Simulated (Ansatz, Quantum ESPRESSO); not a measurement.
# BP (F-43m): from the cell to the phonon bands, part 2 of 5

How does BP (F-43m) vibrate, and is this structure a minimum?

Quantum ESPRESSO 7.5; DFT LDA, scalar-relativistic, plane waves, PseudoDojo norm-conserving pseudopotentials.

So far. Step 2 (A first look): A gap of 1.3 eV opens on this mesh, so the crystal is taken as an insulator; the start stands at -5.5 GPa. Step 4 (Self-consistent run for the response): The cell stands at -0.014 GPa, close enough for phonons. The relaxed cell has a = 4.487 Å (conventional setting).

### 5. Linear response on the mesh

Linear response treats each wavevector in the unit cell, with no supercell; the 4×4×4 mesh fixes the range of the force constants to be had.

Input file ph.in:

```
phonons
 &inputph
    prefix='x',
    outdir='./tmp',
    fildyn='x.dyn',
    tr2_ph=1.0d-18,
    epsil=.true.,
    ldisp=.true.,
    nq1=4,
    nq2=4,
    nq3=4,
 /
```

Command:

```console
$ OMP_NUM_THREADS=1 mpirun -n 8 ph.x -nk 8 -in ph.in > ph.out
```

Numbers of over 12 decimals in the logs are rounded to 6 here.

Log:

```text
[banners, grids, parts of the stress and lines that vanish by symmetry left out]
[banner, memory and clock lines left out]
Program PHONON v.7.5

[...]
Exchange-correlation= PW
                           (   1   4   0   0   0   0   0)
[...]
(   8 q-points):
[...]
kinetic-energy cut-off    =      76.0000  Ry
     charge density cut-off    =     304.0000  Ry
     convergence threshold     =      1.0E-18
[...]
Exchange-correlation= PW
                           (   1   4   0   0   0   0   0)
[...]
q = (   0.0000000   0.0000000   0.0000000 )
     25 Sym.Ops. (with q -> -q+G )
     G cutoff =  276.7946  (  13635 G-vectors)     FFT grid: ( 36, 36, 36)
     number of k points=    72
[...]
Mode symmetry, T_d (-43m)  point group:
[...]
Dielectric constant
[...]
End of electric fields calculation
          Dielectric constant in cartesian axis
          (       9.159322399      -0.000000000       0.000000000 )
          (      -0.000000000       9.159322399       0.000000000 )
          (       0.000000000       0.000000000       9.159322399 )
          Effective charges (d Force / dE) in cartesian axis without acoustic sum rule applied (asr)
           atom    1  B     Mean Z*:       -0.64571
      Ex  (       -0.64571       -0.00000        0.00000 )
      Ey  (        0.00000       -0.64571        0.00000 )
      Ez  (       -0.00000        0.00000       -0.64571 )
           atom    2  P     Mean Z*:        0.64207
      Ex  (        0.64207        0.00000       -0.00000 )
      Ey  (       -0.00000        0.64207       -0.00000 )
      Ez  (       -0.00000        0.00000        0.64207 )
          Effective charges Sum: Mean:       -0.00364
[...]
Effective charges (d Force / dE) in cartesian axis with asr applied:
           atom    1  B     Mean Z*:       -0.64389
[...]
atom    2  P     Mean Z*:        0.64389
[...]
Representation #   1 modes #   1   2   3
[...]
End of self-consistent calculation
     Convergence has been achieved
     Representation #   2 modes #   4   5   6
[...]
End of self-consistent calculation
     Convergence has been achieved
[...]
Dielectric constant in cartesian axis
          (       9.159322399      -0.000000000       0.000000000 )
          (      -0.000000000       9.159322399       0.000000000 )
          (       0.000000000       0.000000000       9.159322399 )
          Effective charges (d Force / dE) in cartesian axis without acoustic sum rule applied (asr)
           atom    1  B     Mean Z*:       -0.64571
      Ex  (       -0.64571       -0.00000        0.00000 )
      Ey  (        0.00000       -0.64571        0.00000 )
      Ez  (       -0.00000        0.00000       -0.64571 )
           atom    2  P     Mean Z*:        0.64207
      Ex  (        0.64207        0.00000       -0.00000 )
      Ey  (       -0.00000        0.64207       -0.00000 )
      Ez  (       -0.00000        0.00000        0.64207 )
          Effective charges Sum: Mean:       -0.00364
[...]
Effective charges (d Force / dE) in cartesian axis with asr applied:
           atom    1  B     Mean Z*:       -0.64389
[...]
atom    2  P     Mean Z*:        0.64389
[...]
Effective charges (d P / du) in cartesian axis
[...]
q = (    0.000000000   0.000000000   0.000000000 )
[...]
freq (    1) =      -0.019448 [THz] =      -0.648699 [cm-1]
     freq (    2) =      -0.019448 [THz] =      -0.648699 [cm-1]
     freq (    3) =      -0.019448 [THz] =      -0.648699 [cm-1]
     freq (    4) =      24.623556 [THz] =     821.353422 [cm-1]
     freq (    5) =      24.623556 [THz] =     821.353422 [cm-1]
     freq (    6) =      24.623556 [THz] =     821.353422 [cm-1]
[...]
Mode symmetry, T_d (-43m)  point group:
     freq (   1-   3) =         -0.6  [cm-1]   --> T_2  G_15 P_4   I+R
     freq (   4-   6) =        821.4  [cm-1]   --> T_2  G_15 P_4   I+R
[...]
Mode symmetry, C_3v (3m)   point group:
[...]
Representation #   1 mode #   1
[...]
End of self-consistent calculation
     Convergence has been achieved
     Representation #   2 mode #   2
[...]
End of self-consistent calculation
     Convergence has been achieved
     Representation #   3 modes #   3   4
[...]
Convergence has been achieved
     Representation #   4 modes #   5   6
[...]
Convergence has been achieved
[...]
q = (   -0.176776695   0.176776695  -0.176776695 )
[...]
freq (    1) =       5.366677 [THz] =     179.013078 [cm-1]
     freq (    2) =       5.366677 [THz] =     179.013078 [cm-1]
     freq (    3) =      10.562006 [THz] =     352.310581 [cm-1]
     freq (    4) =      23.837675 [THz] =     795.139243 [cm-1]
     freq (    5) =      23.837675 [THz] =     795.139243 [cm-1]
     freq (    6) =      24.305208 [THz] =     810.734456 [cm-1]
[...]
Mode symmetry, C_3v (3m)   point group:
     freq (   1-   2) =        179.0  [cm-1]   --> E    L_3
     freq (   3-   3) =        352.3  [cm-1]   --> A_1  L_1
     freq (   4-   5) =        795.1  [cm-1]   --> E    L_3
     freq (   6-   6) =        810.7  [cm-1]   --> A_1  L_1
[...]
Mode symmetry, C_3v (3m)   point group:
[...]
Representation #   1 mode #   1
[...]
Convergence has been achieved
     Representation #   2 mode #   2
[...]
Convergence has been achieved
     Representation #   3 modes #   3   4
[...]
Convergence has been achieved
     Representation #   4 modes #   5   6
[...]
Convergence has been achieved
[...]
q = (    0.353553391  -0.353553391   0.353553391 )
[...]
freq (    1) =       6.708830 [THz] =     223.782496 [cm-1]
     freq (    2) =       6.708830 [THz] =     223.782496 [cm-1]
[...]
Mode symmetry, C_3v (3m)   point group:
     freq (   1-   2) =        223.8  [cm-1]   --> E    L_3
     freq (   3-   3) =        518.1  [cm-1]   --> A_1  L_1
     freq (   4-   4) =        776.0  [cm-1]   --> A_1  L_1
     freq (   5-   6) =        782.9  [cm-1]   --> E    L_3
[...]
Mode symmetry, C_2v (mm2)  point group:
[...]
Convergence has been achieved
[...]
Convergence has been achieved
[...]
Convergence has been achieved
[...]
Convergence has been achieved
[...]
q = (    0.000000000   0.353553391   0.000000000 )
[...]
Mode symmetry, C_2v (mm2)  point group:
     freq (   1-   1) =        241.2  [cm-1]   --> B_1  D_3  S_3
     freq (   2-   2) =        241.2  [cm-1]   --> B_2  D_4  S_4
     freq (   3-   3) =        368.2  [cm-1]   --> A_1  D_1  S_1
     freq (   4-   4) =        766.1  [cm-1]   --> B_1  D_3  S_3
     freq (   5-   5) =        766.1  [cm-1]   --> B_2  D_4  S_4
     freq (   6-   6) =        823.7  [cm-1]   --> A_1  D_1  S_1
[...]
Mode symmetry, C_s (m)     point group:
[...]
q = (    0.530330086  -0.176776695   0.530330086 )
[...]
Mode symmetry, C_s (m)     point group:
     freq (   1-   1) =        284.8  [cm-1]   --> A''
     freq (   2-   2) =        367.8  [cm-1]   --> A'
     freq (   3-   3) =        465.4  [cm-1]   --> A'
     freq (   4-   4) =        718.5  [cm-1]   --> A'
     freq (   5-   5) =        747.2  [cm-1]   --> A''
     freq (   6-   6) =        805.8  [cm-1]   --> A'
[...]
Mode symmetry, C_s (m)     point group:
[...]
q = (    0.353553391   0.000000000   0.353553391 )
[...]
Mode symmetry, C_s (m)     point group:
     freq (   1-   1) =        263.0  [cm-1]   --> A''
     freq (   2-   2) =        358.2  [cm-1]   --> A'
     freq (   3-   3) =        418.9  [cm-1]   --> A'
     freq (   4-   4) =        730.3  [cm-1]   --> A'
     freq (   5-   5) =        758.7  [cm-1]   --> A''
     freq (   6-   6) =        807.8  [cm-1]   --> A'
[...]
Mode symmetry, D_2d (-42m) point group:
[...]
Representation #   3 modes #   3   4
[...]
Convergence has been achieved
     Representation #   4 modes #   5   6
[...]
Convergence has been achieved
[...]
q = (    0.000000000  -0.707106781   0.000000000 )
[...]
freq (    5) =      21.883074 [THz] =     729.940792 [cm-1]
     freq (    6) =      24.115162 [THz] =     804.395215 [cm-1]
[...]
Mode symmetry, D_2d (-42m) point group:
     freq (   1-   2) =        313.0  [cm-1]   --> E    X_5  W_3
     freq (   3-   3) =        536.9  [cm-1]   --> A_1  X_1  W_1
     freq (   4-   5) =        729.9  [cm-1]   --> E    X_5  W_3
     freq (   6-   6) =        804.4  [cm-1]   --> B_2  X_3  W_2
[...]
Mode symmetry, S_4 (-4)    point group:
[...]
Convergence has been achieved
[...]
Convergence has been achieved
[...]
Convergence has been achieved
[...]
Convergence has been achieved
     Representation #   5 mode #   5
[...]
End of self-consistent calculation
     Convergence has been achieved
     Representation #   6 mode #   6
[...]
End of self-consistent calculation
     Convergence has been achieved
[...]
q = (   -0.353553391  -0.707106781   0.000000000 )
[...]
freq (    1) =      11.110154 [THz] =     370.594840 [cm-1]
     freq (    2) =      12.521639 [THz] =     417.676915 [cm-1]
     freq (    3) =      13.323048 [THz] =     444.409036 [cm-1]
     freq (    4) =      20.504599 [THz] =     683.959816 [cm-1]
     freq (    5) =      21.883625 [THz] =     729.959141 [cm-1]
     freq (    6) =      24.053529 [THz] =     802.339367 [cm-1]
[...]
Mode symmetry, S_4 (-4)    point group:
     freq (   1-   1) =        370.6  [cm-1]   --> E*   W_2
     freq (   2-   2) =        417.7  [cm-1]   --> B    W_3
     freq (   3-   3) =        444.4  [cm-1]   --> A    W_1
     freq (   4-   4) =        684.0  [cm-1]   --> E    W_4
     freq (   5-   5) =        730.0  [cm-1]   --> B    W_3
     freq (   6-   6) =        802.3  [cm-1]   --> E*   W_2
```

Run time: 26 min. Hardware: 8 MPI ranks of Intel Xeon at 2.70GHz, shared host; 3.4 h of CPU time.

This step gave:

| Property | Result |
| --- | --- |
| miss of the charge sum rule | 0.003640 e |
| largest acoustic frequency at the zone centre before the sum rule | -0.65 cm⁻¹ |
| highest optical zone-centre mode (no LO-TO term) | 821.4 cm⁻¹ |
| lowest optical zone-centre mode | 821.4 cm⁻¹ |
| mean high-frequency dielectric constant | 9.159 |
| largest Born charge in size (third of the trace) | 0.6457 e |
| lowest mode on the q mesh (acoustic ones at the zone centre apart) | 179.0 cm⁻¹ |

Frequencies (cm⁻¹) at each irreducible wavevector; negative means imaginary. Frequencies by wavevector:

```csv
q (fractions),star,mode 1,mode 2,mode 3,mode 4,mode 5,mode 6
0 0 0,1,-0.65,-0.65,-0.65,821.4,821.4,821.4
0 0 0.25,8,179,179,352.3,795.1,795.1,810.7
0 0 -0.5,4,223.8,223.8,518.1,776,782.9,782.9
0 0.25 0.25,6,241.2,241.2,368.2,766.1,766.1,823.7
0 0.25 -0.5,24,284.8,367.8,465.4,718.5,747.2,805.8
0 0.25 -0.25,12,263,358.1,418.9,730.4,758.7,807.8
0 -0.5 -0.5,3,313,313,536.9,729.9,729.9,804.4
0.25 -0.5 -0.25,6,370.6,417.7,444.4,684,730,802.3
```

Born charge (rows field, columns displacement), before the sum rule (e), principal values of the symmetric part by kind of site:

```csv
atom,atoms with these values,low,middle,high,mean
B1,1,-0.6457,-0.6457,-0.6457,-0.6457
P2,1,0.6421,0.6421,0.6421,0.6421
```

In full for P2:

```
0.6421 0.0000 0.0000
0.0000 0.6421 0.0000
0.0000 0.0000 0.6421
```

High-frequency dielectric tensor:

```
9.16 0.00 0.00
0.00 9.16 0.00
0.00 0.00 9.16
```

The acoustic modes at Γ come out as far as 0.7 cm⁻¹ from zero, where they should vanish, a small numerical error; the Born charges miss their sum rule by 0.0036 e, which is good.

### 6. Fourier transform to real space

The dynamical matrices of the mesh are Fourier-transformed to force constants in real space, after the long-range dipole part is taken out.

Input file q2r.in:

```
 &input
    fildyn='x.dyn',
    zasr='crystal',
    flfrc='x.fc',
 /
```

Command:

```console
$ q2r.x < q2r.in > q2r.out
```

Log:

```text
[banners, grids, parts of the stress and lines that vanish by symmetry left out]
[banner, memory and clock lines left out]
Program Q2R v.7.5

  reading grid info from file x.dyn0

  reading force constants from file x.dyn1
 macroscopic fields = T
   9.15932  -0.00000   0.00000
  -0.00000   9.15932   0.00000
[...]
na=            1
[...]
na=            2
[...]
-0.00000   0.64207  -0.00000
  -0.00000   0.00000   0.64207
  Norm of the difference between old and new effective charges:    0.00445739
  alpha Ewald:   0.910509
  nqs=            1
 q=   0.00000000  0.00000000  0.00000000
  reading force constants from file x.dyn2
  alpha Ewald:   0.910509
  nqs=            8
 q=  -0.17677670  0.17677670 -0.17677670
[...]
reading force constants from file x.dyn7
  alpha Ewald:   0.910509
  nqs=            3
[...]
reading force constants from file x.dyn8
  alpha Ewald:   0.910509
  nqs=            6
[...]
q=   0.00000000 -0.35355339 -0.70710678
 q=  -0.00000000  0.35355339 -0.70710678

      q-space grid ok, #points =   64

      fft-check warning: sum of imaginary terms = 1.220747E-10
```

Elapsed: 0.79 s, on 1 thread.

### 7. Interpolated phonon bands

From the force constants any wavevector is cheap; points of the mesh come back as solved, but for the sum rule and, in polar crystals, the LO-TO term at Γ; the rest is interpolation.

Input file matdyn.in:

```
 &input
    asr='crystal',
    flfrc='x.fc',
    flfrq='x.freq',
    flvec='x.modes',
    q_in_band_form=.true.,
    q_in_cryst_coord=.true.,
 /
8
  0.0000000   0.0000000   0.0000000  12  ! GAMMA
  0.0000000   0.5000000   0.5000000  12  ! X
  0.0000000   0.6250000   0.3750000   1  ! U
 -0.3750000   0.3750000   0.0000000  12  ! K
  0.0000000   0.0000000   0.0000000  12  ! GAMMA
  0.0000000   0.5000000  -0.0000000  12  ! L
 -0.2500000   0.5000000   0.2500000  12  ! W
  0.0000000   0.5000000   0.5000000   1  ! X
```

Command:

```console
$ matdyn.x -in matdyn.in > matdyn.out
```

Log:

```text
[banner, memory and clock lines left out]
Program MATDYN v.7.5

 mass for atomic type   1 not given; uses mass from file x.fc
 mass for atomic type   2 not given; uses mass from file x.fc
 Norm of the difference between old and new effective charges:    1.78e-17

 Norm of the difference between old and new force-constants:   4.05671e-07
```

Run time: 0.69 s. Hardware: 1 thread.

Numbers from this step:

* lowest frequency on the path: 0 cm⁻¹

Matdyn.x, sum rule crystal. Phonon branches along the path, in cm⁻¹:

| point | branch 1 | branch 2 | branch 3 | branch 4 | branch 5 | branch 6 |
| --- | --- | --- | --- | --- | --- | --- |
| Γ | 0 | 0 | 0 | 821 | 821 | 829 |
| halfway | 241 | 241 | 368 | 766 | 766 | 824 |
| X | 313 | 313 | 537 | 730 | 730 | 804 |
| halfway | 313 | 346 | 521 | 717 | 731 | 805 |
| U | 310 | 405 | 480 | 692 | 734 | 809 |
| jump to K | 310 | 405 | 480 | 692 | 734 | 809 |
| halfway | 216 | 285 | 364 | 772 | 780 | 807 |
| Γ | 0 | 0 | 0 | 821 | 821 | 829 |
| halfway | 179 | 179 | 352 | 795 | 795 | 811 |
| L | 224 | 224 | 518 | 776 | 783 | 783 |
| halfway | 289 | 348 | 481 | 711 | 754 | 805 |
| W | 371 | 418 | 444 | 684 | 730 | 802 |
| halfway | 341 | 350 | 506 | 708 | 730 | 804 |
| X | 313 | 313 | 537 | 730 | 730 | 804 |

The phonon branches as a text plot (rows in cm⁻¹):

```
    812 |**************************************     *************
    777 |    ***               ***           *********
    743 |       ****************                   ** ***********
    708 |              ***  **                       ***    ****
    674 |                 **                            ****
    639 |
    605 |
    570 |
    536 |           ****                                       **
    501 |         **    **                      ******       **
    466 |        *        **                   *      ***  **
    432 |       *         *****               *          **
    397 |                *   * *             *         **  **
    363 |      *        *     * *           *         *  *****
    328 |     *     ******     * *                   * **     ***
    294 |        ***      ****  *          *          *
    259 |    *  *             *   *       *        ***
    225 |     **               *** *          *******
    190 |   **                   **      *  **
    155 |                         ***      *
    121 |  **                      *    * *
     86 |  *                        *** **
     52 | *                          **
     17 |*                             *
         Γ           X  U|K            Γ         L        W     X
```

All branches are real along the path.

### 8. Density of states

Sums over the zone need many more wavevectors than were solved, so the interpolation is sampled on a dense mesh.

Input file matdyn.in:

```
 &input
    asr='crystal',
    flfrc='x.fc',
    dos=.true.,
    fldos='x.dos',
    nk1=17,
    nk2=17,
    nk3=17,
    deltaE=1.0,
 /
```

Command:

```console
$ matdyn.x -in matdyn.in > matdyn.out
```

Log:

```text
[banner, memory and clock lines left out]
Program MATDYN v.7.5

 mass for atomic type   1 not given; uses mass from file x.fc
 mass for atomic type   2 not given; uses mass from file x.fc
 Norm of the difference between old and new effective charges:    1.78e-17

 Norm of the difference between old and new force-constants:   4.05671e-07
```

It took 12 s on 1 thread.

Numbers from this step:

* share of modes beyond 3i cm⁻¹ on the dense interpolated mesh: 0
* zero-point energy per atom: 102.8 meV
* heat capacity at 300 K: 14.48 J/(mol atoms K)
* vibrational entropy at 300 K: 9.869 J/(mol atoms K)

The phonon density of states has structure finer than the step of the table below, so its rows give means over 20 cm⁻¹, whole bins alone (the curve runs from 0 to 830 cm⁻¹). Peaks (cm⁻¹: height): total 315.0: 0.0165, 735.0: 0.0332, 805.0: 0.119; B 735.0: 0.0274, 805.0: 0.105; P 315.0: 0.0135, 465.0: 0.0135, 735.0: 0.00577, 805.0: 0.0139.

Tetrahedra. The phonon density of states by wavenumber; means over each step; values in 1/cm⁻¹/cell:

```
wavenumber (cm⁻¹)    total        B        P
               20   7.5e-6        0   6.3e-6
               40   3.6e-5   1.0e-5   2.8e-5
               60   1.6e-4   4.5e-5   1.2e-4
               80   3.1e-4   8.1e-5   2.2e-4
              100   5.6e-4   1.4e-4   4.2e-4
              120   8.2e-4   2.1e-4   6.2e-4
              140  0.00123   3.0e-4   9.3e-4
              160  0.00174   4.3e-4  0.00132
              180  0.00252   6.0e-4  0.00191
              200  0.00368   8.6e-4  0.00282
              220  0.00643  0.00147  0.00496
              240  0.00950  0.00211  0.00740
              260   0.0103  0.00220  0.00814
              280   0.0114  0.00231  0.00910
              300   0.0136  0.00259   0.0110
              320   0.0141  0.00251   0.0116
              340   0.0102  0.00167  0.00849
              360  0.00821  0.00126  0.00695
              380  0.00742  0.00107  0.00635
              400  0.00750  0.00101  0.00649
              420  0.00474   6.2e-4  0.00413
              440  0.00657   6.0e-4  0.00596
              460   0.0134   7.8e-4   0.0126
              480  0.00918   4.3e-4  0.00875
              500  0.00479   1.5e-4  0.00464
              520  0.00147   3.0e-5  0.00144
              540   8.5e-5   1.2e-6   8.4e-5
              560        0        0        0
              580        0        0        0
              600        0        0        0
              620        0        0        0
              640        0        0        0
              660        0        0        0
              680  0.00166  0.00163   2.6e-5
              700   0.0111   0.0105   5.4e-4
              720   0.0129   0.0114  0.00149
              740   0.0277   0.0228  0.00490
              760   0.0222   0.0178  0.00438
              780   0.0167   0.0130  0.00370
              800   0.0445   0.0384  0.00609
              820   0.0119  0.00974  0.00218
```

Harmonic thermodynamic functions per atom, summed over the density of states scaled to three modes an atom; melting is ignored. Thermodynamic functions:

```
T (K)  F_vib (meV/atom)  S (J/mol-atom/K)  C_V (J/mol-atom/K)
    0             102.8                 0                   0
   50             102.7             0.097               0.367
  100             102.5             1.023                2.91
  200              99.5             5.045               9.351
  300             91.78             9.869               14.48
  400              79.1             14.53               17.83
  500             61.81             18.75               19.92
  600             40.39             22.51               21.25
  700              15.3             25.86               22.13
  800            -13.08             28.85               22.73
  900            -44.41             31.56               23.17
 1000            -78.41             34.02               23.49
```

At 300 K the heat capacity has reached 58 % of the Dulong-Petit value.

(Part 2 of 5 ends here.)

[Host names and launcher messages were left out of these logs when they were recorded.]

[Logs are printed without paths, hosts, clocks, repeated set-up lines and the standing remarks that a program may print on its own settings, such as how far it seeks lower states.]

[Hosts, paths, dates, database ids (printed as entryN), source tags and the programs' standing remarks are cut or masked in the printed files.]
